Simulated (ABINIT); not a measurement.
# How the form of the self-energy moves the gap of AgCl (Chlorargyrite), part 2 of 2

How much does the gap of AgCl (Chlorargyrite) depend on the approximation to the self-energy?

ABINIT 10.8.3; PBE and many-body steps on it, plane waves. Known limits of the many-body steps: not at the basis limit; d shell near the gap, gap tends to lie low; no spin-orbit coupling; coarse k mesh.

So far. Step 5 (G0W0, Hybertsen-Louie plasmon pole): Against G0W0 in ABINIT (4×4×4 mesh, 89 bands, screening to 141.5 eV, Godby-Needs plasmon pole), the gap moves by −0.144 eV. Step 6 (G0W0, Engel-Farid plasmon pole): Against G0W0 in ABINIT (4×4×4 mesh, 89 bands, screening to 141.5 eV, Godby-Needs plasmon pole), the gap moves by −0.113 eV.

The database entry behind the starting cell differs from later determinations by our own check (an axis about 1.4 % short against later determinations), so it need not match the best structure at ambient conditions.

### Step 7. One-shot Hartree-Fock

This step: one-shot Hartree-Fock on PBE, plane waves, norm-conserving pseudopotentials.

The input, run.abi:

```
acell 3*1.0 Angstrom
rprim 
  -0.000000000000 2.735000000000 2.735000000000
  2.735000000000 0.000000000000 2.735000000000
  2.735000000000 2.735000000000 -0.000000000000
ntypat 2
znucl 47 17
natom 2
typat 1 2
xred 
  0.000000000000 0.000000000000 0.000000000000
  0.500000000000 0.500000000000 0.500000000000
pp_dirpath "pseudos"
pseudos "Ag.upf, Cl.upf"
ecut 37
ngkpt 4 4 4
nshiftk 1
shiftk 0 0 0
kptopt 1
chksymbreak 0
istwfk *1
occopt 1
irdwfk 1
optdriver 4
nband 17
gwcalctyp 5
ecutsigx 37
symsigma 1
nkptgw 2
kptgw 
  0.5000000000 0.0000000000 0.0000000000
  0.0000000000 0.0000000000 0.0000000000
bdgw 
  12 15
  11 17
ixc_sigma 40
fftgw 31
indata_prefix "in"
outdata_prefix "out"
tmpdata_prefix "tmp"
```

On the command line:

```console
$ OMP_NUM_THREADS=1 mpirun -n 4 abinit run.abi > log
```

Output:

```text
.Version 10.8.3 of ABINIT. v10.8.2 released Aug 2026.

 Symmetries : space group Fm -3 m (#225); Bravais cF (face-center cubic)
[... echo of the input left out ...]
== DATASET  1 ==================================================================
-   mpi_nproc: 4, omp_nthreads: 1 (-1 if OMP is not activated)

--- !DatasetInfo
iteration_state: {dtset: 1, }
dimensions: {natom: 2, nkpt: 8, mband: 17, nsppol: 1, nspinor: 1, nspden: 1, mpw: 2996, }
cutoff_energies: {ecut:  37.0, pawecutdg:  -1.0, }
[...]
Band     E0 <VxcDFT>   SigX SigC(E0)      Z dSigC/dE  Sig(E)    E-E0       E
[...]
16  15.918 -12.617  -7.185   0.000   1.000   0.000  -7.185   5.432  21.350
       17  15.918 -12.617  -7.185   0.000   1.000   0.000  -7.185   5.432  21.350

== END DATASET(S) ==============================================================
================================================================================

 -outvars: echo values of variables after computation  --------
           etotal      0.0000000000E+00
            nband          17
             nkpt           8
          spgroup         225
 [... the other variables as echoed above ...]

 Calculation completed.
```

Wall time 2.9 s (4 MPI ranks of Intel Xeon Platinum 8488C (Sapphire Rapids), shared host); peak memory 0.2 GiB.

Numbers from this step:

```yaml
quasiparticle_gap_on_the_points_computed: 10.12 eV
starting_gap_on_the_mesh: 0.9065 eV
k_of_the_valence_top: 0.5, 0, 0
k_of_the_conduction_bottom: 0, 0, 0
least_direct_quasiparticle_gap_on_the_computed_points: 11.95 eV
```

Against G0W0 in ABINIT (4×4×4 mesh, 89 bands, screening to 141.5 eV, Godby-Needs plasmon pole), the gap moves by +8.066 eV.

### Step 8. Screening, 4×4×4 mesh, 89 bands, screening to 141.5 eV

This step: RPA screening on PBE, plane waves, norm-conserving pseudopotentials.

Changes to run.abi since step 7:

```diff
@@ -23,16 +23,14 @@
 irdwfk 1
-optdriver 4
-nband 17
-gwcalctyp 5
-ecutsigx 37
-symsigma 1
-nkptgw 2
-kptgw 
-  0.5000000000 0.0000000000 0.0000000000
-  0.0000000000 0.0000000000 0.0000000000
-bdgw 
-  12 15
-  11 17
-ixc_sigma 40
-fftgw 31
+optdriver 3
+nband 89
+ecuteps 5.2
+inclvkb 2
+awtr 1
+symchi 1
+gwcalctyp 2
+nfreqre 16
+freqremax 40 eV
+nfreqim 8
+spmeth 1
+nomegasf 120
 indata_prefix "in"
```

Output:

```text
.Version 10.8.3 of ABINIT. v10.8.2 released Aug 2026.

 Symmetries : space group Fm -3 m (#225); Bravais cF (face-center cubic)
[... echo of the input left out ...]
== DATASET  1 ==================================================================
-   mpi_nproc: 4, omp_nthreads: 1 (-1 if OMP is not activated)

--- !DatasetInfo
iteration_state: {dtset: 1, }
dimensions: {natom: 2, nkpt: 8, mband: 89, nsppol: 1, nspinor: 1, nspden: 1, mpw: 2996, }
cutoff_energies: {ecut:  37.0, pawecutdg:  -1.0, }
electrons: {nelect:   2.60000000E+01, charge:   0.00000000E+00, occopt:   1.00000000E+00, tsmear:   1.00000000E-02, }

 SCREENING: Calculation of the susceptibility and dielectric matrices

 Based on a program developped by R.W. Godby, V. Olevano, G. Onida, and L. Reining.
 Incorporated in ABINIT by V. Olevano, G.-M. Rignanese, and M. Torrent.
.Using double precision arithmetic ; gwpc =  8

[... cell and pseudopotentials left out ...]
--------------------------------------------------------------------------------

 ==== K-mesh for the wavefunctions ====
 Number of points in the irreducible wedge :     8
[... list of points left out ...]
 Together with 48 symmetry operations and time-reversal symmetry
 yields    64 points in the full Brillouin Zone.

 ==== Q-mesh for the screening function ====
 Number of points in the irreducible wedge :     8
[... list of points left out ...]
 Together with 48 symmetry operations and time-reversal symmetry
 yields    64 points in the full Brillouin Zone.

 setmesh: FFT mesh size selected  =    27x   27x   27
          total number of points  =        19683

 vcoul_init : cutoff-mode = AUXILIARY_FUNCTION
 q-points for optical limit:   1
     1)      0.000010    0.000020    0.000030

- screening: taking advantage of time-reversal symmetry
- Maximum band index for partially occupied states nbvw = 13
- Remaining bands to be divided among processors   nbcw = 76
- Number of bands treated by each node ~19

 Number of electrons calculated from density =   26.0000; Expected =   26.0000
 average of density, n =  0.094162
 r_s =    1.3636
 omega_plasma =   29.6001 [eV]

 calculating chi0 at frequencies [eV] :
  1    0.000000E+00    0.000000E+00
  2    2.666667E+00    0.000000E+00
  3    5.333333E+00    0.000000E+00
[...]
23    0.000000E+00    7.538627E+01
 24    0.000000E+00    1.061447E+02

--------------------------------------------------------------------------------
  q-point number  1        q = ( 0.000000, 0.000000, 0.000000) [r.l.u.]
--------------------------------------------------------------------------------
[... chi0 elements left out ...]
  [... further frequencies ...]

 No. of calculated frequencies >  15, stop printing
 For q-point:  0.000010 0.000020 0.000030
  dielectric constant =   5.5662
  dielectric constant without local fields =   6.0294

  Average fulfillment of the sum rule on Im[epsilon] for q-point    1 :     60.76  [%]
[... wings left out ...]
  q-point number  2        q = ( 0.250000, 0.000000, 0.000000) [r.l.u.]
--------------------------------------------------------------------------------
[... chi0 elements left out ...]
  [... further frequencies ...]

 No. of calculated frequencies >  15, stop printing
  Average fulfillment of the sum rule on Im[epsilon] for q-point    2 :     74.89  [%]

 [... 6 further q-points ...]
```

The job ended after 30 s (4 MPI ranks; peak memory 0.9 GiB).

This step gave:

```yaml
eps_infinity_with_local_fields_on_this_mesh_along_the_program_s_q_direction: 5.566
the_same_without_local_fields: 6.029
plasma_frequency: 29.60 eV
plane_waves_in_the_screening_matrix: 169
```

### Step 9. G0W0, contour deformation

This step: G0W0 on PBE, plane waves, norm-conserving pseudopotentials.

Changes to run.abi since step 8:

```diff
@@ -23,14 +23,16 @@
 irdwfk 1
-optdriver 3
+optdriver 4
 nband 89
+gwcalctyp 2
+ecutsigx 37
+symsigma 1
+nkptgw 2
+kptgw 
+  0.5000000000 0.0000000000 0.0000000000
+  0.0000000000 0.0000000000 0.0000000000
+bdgw 
+  12 15
+  11 17
 ecuteps 5.2
-inclvkb 2
-awtr 1
-symchi 1
-gwcalctyp 2
-nfreqre 16
-freqremax 40 eV
-nfreqim 8
-spmeth 1
-nomegasf 120
+irdscr 1
 indata_prefix "in"
```

Output:

```text
.Version 10.8.3 of ABINIT. v10.8.2 released Aug 2026.

 Symmetries : space group Fm -3 m (#225); Bravais cF (face-center cubic)
[... echo of the input left out ...]
== DATASET  1 ==================================================================
-   mpi_nproc: 4, omp_nthreads: 1 (-1 if OMP is not activated)

--- !DatasetInfo
iteration_state: {dtset: 1, }
dimensions: {natom: 2, nkpt: 8, mband: 89, nsppol: 1, nspinor: 1, nspden: 1, mpw: 2996, }
cutoff_energies: {ecut:  37.0, pawecutdg:  -1.0, }
[...]
Band     E0 <VxcDFT>   SigX SigC(E0)      Z dSigC/dE  Sig(E)    E-E0       E
[...]
17  15.918 -12.617  -7.185  -4.438   0.777  -0.287 -11.845   0.772  16.690
       17   0.000   0.000   0.000  -0.075   0.000   0.000  -0.058  -0.058  -0.058

== END DATASET(S) ==============================================================
================================================================================

 -outvars: echo values of variables after computation  --------
           etotal      0.0000000000E+00
            nband          89
             nkpt           8
          spgroup         225
 [... the other variables as echoed above ...]

 Calculation completed.
```

Wall time 5 s (4 MPI ranks); peak memory 0.86 GiB.

Numbers from this step:

* G0W0 gap on the points computed: 2.048 eV
* starting gap on the mesh: 0.9065 eV
* k of the valence top: 0.5, 0, 0
* k of the conduction bottom: 0, 0, 0
* least direct G0W0 gap on the computed points: 4.664 eV

Against G0W0 in ABINIT (4×4×4 mesh, 89 bands, screening to 141.5 eV, Godby-Needs plasmon pole), the gap moves by −0.010 eV.

### Step 10. The runs together

Times are wall times on 4 MPI ranks of Intel Xeon Platinum 8488C (Sapphire Rapids), shared host, good to a factor of about two. A run's time includes the screening step that it read.

```
                               run   mesh  bands  screening cutoff (eV)  DFT gap (eV)  gap on the mesh (eV)  direct (eV)  ε∞ used   time
    G0W0, Godby-Needs plasmon pole  4×4×4     89                  141.5         0.907                 2.058        4.795     5.45   25 s
G0W0, Hybertsen-Louie plasmon pole  4×4×4     89                  141.5         0.907                 1.914        4.929     5.45   25 s
    G0W0, Engel-Farid plasmon pole  4×4×4     89                  141.5         0.907                 1.945        4.765     5.45   23 s
             one-shot Hartree-Fock  4×4×4      -                      -         0.907                10.124       11.950        -  2.9 s
         G0W0, contour deformation  4×4×4     89                  141.5         0.907                 2.048        4.664     5.57   35 s
```

### Step 11. Results

- G0W0, Godby-Needs plasmon pole: 2.058 eV
- G0W0, Hybertsen-Louie plasmon pole: 1.914 eV
- G0W0, Engel-Farid plasmon pole: 1.945 eV
- one-shot Hartree-Fock: 10.124 eV
- G0W0, contour deformation: 2.048 eV
- known limits: not at the basis limit; d shell near the gap, gap tends to lie low; no spin-orbit coupling; coarse k mesh

G0W0, Hybertsen-Louie plasmon pole: −0.144 eV against G0W0, Godby-Needs plasmon pole. G0W0, Engel-Farid plasmon pole: −0.113 eV against G0W0, Godby-Needs plasmon pole. One-shot Hartree-Fock: +8.066 eV against G0W0, Godby-Needs plasmon pole. G0W0, contour deformation: −0.010 eV against G0W0, Godby-Needs plasmon pole. Bare exchange alone opens the gap to 10.12 eV; against G0W0, correlation takes back 8.07 eV. Bands and cutoff are finite, so the gap is not at the basis limit. The miss can reach some tenths of an eV and take either sign; the mesh is an error of its own. In the first G0W0 run levels were corrected at 2 k points alone, so a gap called «on the mesh» is the least over those, and an edge elsewhere would be missed. The 4×4×4 mesh is coarse for this cell, which bears on the long-range parts of exchange and screening. A d shell, filled or nearly so, lies near the gap. One-shot GW converges very slowly in bands there, not always from below, and on a semilocal start the gap tends to come out low; starts rich in exact exchange can overshoot instead. The many-body steps are scalar-relativistic: spin-orbit coupling is not in them.

[Paths, hosts, dates, memory and timing lines, banners, echoed tables and standing remarks are left out of the program output.]

[Logs are printed without paths, hosts, clocks, repeated set-up lines and the standing remarks that a program may print on its own settings, such as how far it seeks lower states.]

[Runs of the session that timed out or met a known fault of the program may be left out.]

[No measured gap is set beside runs whose start may be inverted or whose files or cutoffs have a known fault.]

[Hosts, paths, dates, database ids (printed as entryN), source tags and the programs' standing remarks are cut or masked in the printed files.]

[G0W0 gaps are taken among the corrected bands and points alone; a level outside them can change the order at an edge.]

[Where Ansatz stands beside ABINIT at settings called matched, ABINIT's density can come from a denser mesh and the files from another edition; pairs whose starting gaps differed by over 0.03 eV were left out, so agreement reads better than it is.]
